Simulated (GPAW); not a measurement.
Consider SiO2 (Stishovite, P4_2/mnm).

```xyz
6
Lattice="4.1773 0.0000 0.0000 0.0000 4.1773 0.0000 0.0000 0.0000 2.6652" Properties=species:S:1:pos:R:3 pbc="T T T"
Si    2.0886    2.0886    1.3326
Si    0.0000    0.0000    0.0000
O     3.3665    0.8108    1.3326
O     2.8995    2.8995    0.0000
O     0.8108    3.3665    1.3326
O     1.2778    1.2778    0.0000
```

Absorber: atom 1, with 4 O at 1.76 Å and 2 O at 1.81 Å (octahedral, site symmetry mmm). Method: GPAW, PBE, full core hole (charged cell), 12-atom cell with 5.0 Å between holes, 6×6×6 k points, dipole transitions, Gaussian full width 0.9 eV up to 4 eV, rising linearly to 3.5 eV at 25 eV.

Q: Where do the maxima of the Si K edge fall?

Main maxima up to 24 eV above the zero (height): 5.5 eV (4.42). A K edge sees empty p states on the absorber. The total-energy difference plus the lowest empty eigenvalue puts the zero at 1856.67 eV. One term is added: -14.97 eV, since the hole is spin-paired here and a spin-polarised one costs that much less in the free atom (computed apart). The photon energy is then 1841.70 eV. The tabulated edge of the element is 1839 eV. The functional and the charged cell's background leave an error of a few eV in such absolute values.

The Si K spectrum (energy from the lowest empty level; intensity scaled to a mean of 1 over the first 20 eV; polarised curves are means over the symmetry-equivalent atoms):

| E (eV) | isotropic | ε ⊥ c | ε ∥ c |
| --- | --- | --- | --- |
| -2.0 | 0.00 | 0.00 | 0.00 |
| -1.5 | 0.00 | 0.00 | 0.00 |
| -1.0 | 0.00 | 0.00 | 0.00 |
| -0.5 | 0.00 | 0.00 | 0.00 |
| 0.0 | 0.01 | 0.01 | 0.00 |
| 0.5 | 0.02 | 0.03 | 0.01 |
| 1.0 | 0.07 | 0.09 | 0.02 |
| 1.5 | 0.11 | 0.15 | 0.03 |
| 2.0 | 0.10 | 0.14 | 0.03 |
| 2.5 | 0.06 | 0.08 | 0.02 |
| 3.0 | 0.46 | 0.60 | 0.19 |
| 3.5 | 1.98 | 2.47 | 1.01 |
| 4.0 | 3.23 | 3.80 | 2.08 |
| 4.5 | 3.52 | 4.10 | 2.36 |
| 5.0 | 3.98 | 4.85 | 2.23 |
| 5.5 | 4.42 | 5.29 | 2.68 |
| 6.0 | 3.83 | 3.96 | 3.58 |
| 6.5 | 2.61 | 1.83 | 4.18 |
| 7.0 | 1.70 | 0.69 | 3.73 |
| 7.5 | 1.14 | 0.47 | 2.49 |
| 8.0 | 0.94 | 0.54 | 1.74 |
| 8.5 | 0.92 | 0.59 | 1.59 |
| 9.0 | 0.88 | 0.65 | 1.35 |
| 9.5 | 0.84 | 0.75 | 1.04 |
| 10.0 | 0.80 | 0.77 | 0.86 |
| 10.5 | 0.73 | 0.68 | 0.82 |
| 11.0 | 0.65 | 0.57 | 0.83 |
| 11.5 | 0.59 | 0.48 | 0.81 |
| 12.0 | 0.52 | 0.41 | 0.72 |
| 12.5 | 0.44 | 0.35 | 0.61 |
| 13.0 | 0.40 | 0.32 | 0.54 |
| 13.5 | 0.39 | 0.32 | 0.52 |
| 14.0 | 0.39 | 0.32 | 0.52 |
| 14.5 | 0.38 | 0.32 | 0.51 |
| 15.0 | 0.37 | 0.32 | 0.48 |
| 15.5 | 0.35 | 0.30 | 0.44 |
| 16.0 | 0.34 | 0.30 | 0.41 |
| 16.5 | 0.32 | 0.30 | 0.36 |
| 17.0 | 0.32 | 0.32 | 0.31 |
| 17.5 | 0.32 | 0.35 | 0.27 |
| 18.0 | 0.34 | 0.38 | 0.25 |
| 18.5 | 0.36 | 0.42 | 0.24 |
| 19.0 | 0.39 | 0.46 | 0.26 |
| 19.5 | 0.42 | 0.49 | 0.28 |
| 20.0 | 0.43 | 0.50 | 0.30 |
| 20.5 | 0.44 | 0.50 | 0.31 |
| 21.0 | 0.44 | 0.49 | 0.33 |
| 21.5 | 0.44 | 0.48 | 0.34 |
| 22.0 | 0.43 | 0.47 | 0.35 |
| 22.5 | 0.42 | 0.46 | 0.35 |
| 23.0 | 0.42 | 0.45 | 0.35 |
| 23.5 | 0.41 | 0.44 | 0.36 |
| 24.0 | 0.42 | 0.44 | 0.37 |
| 24.5 | 0.42 | 0.44 | 0.39 |
| 25.0 | 0.43 | 0.44 | 0.41 |
| 25.5 | 0.44 | 0.45 | 0.43 |
| 26.0 | 0.45 | 0.45 | 0.44 |
| 26.5 | 0.44 | 0.45 | 0.43 |
| 27.0 | 0.43 | 0.44 | 0.42 |

The holes are only 5.0 Å apart, so the shape is probably not converged with cell size; no larger cell was run here. The mesh is coarse (0.26 Å⁻¹ between points), so small maxima may be mesh ripples. The structure is a published determination, not relaxed.

[Banner, clock and machine lines of the logs are left out without a mark of their own.]

[Logs are printed without paths, hosts, clocks, repeated set-up lines and the standing remarks that a program may print on its own settings, such as how far it seeks lower states.]

[Hosts, paths, dates, database ids (printed as entryN), source tags and the programs' standing remarks are cut or masked in the printed files.]

[Lists of maxima count a maximum above −3 eV only where it reaches 4 % of the highest in the window and stands out from its surroundings by 2 % of it (1.5 % where it reaches 55 %); shoulders and weaker maxima are passed over, and of the rest the first, up to two pre-edge ones and the few strongest are named.]
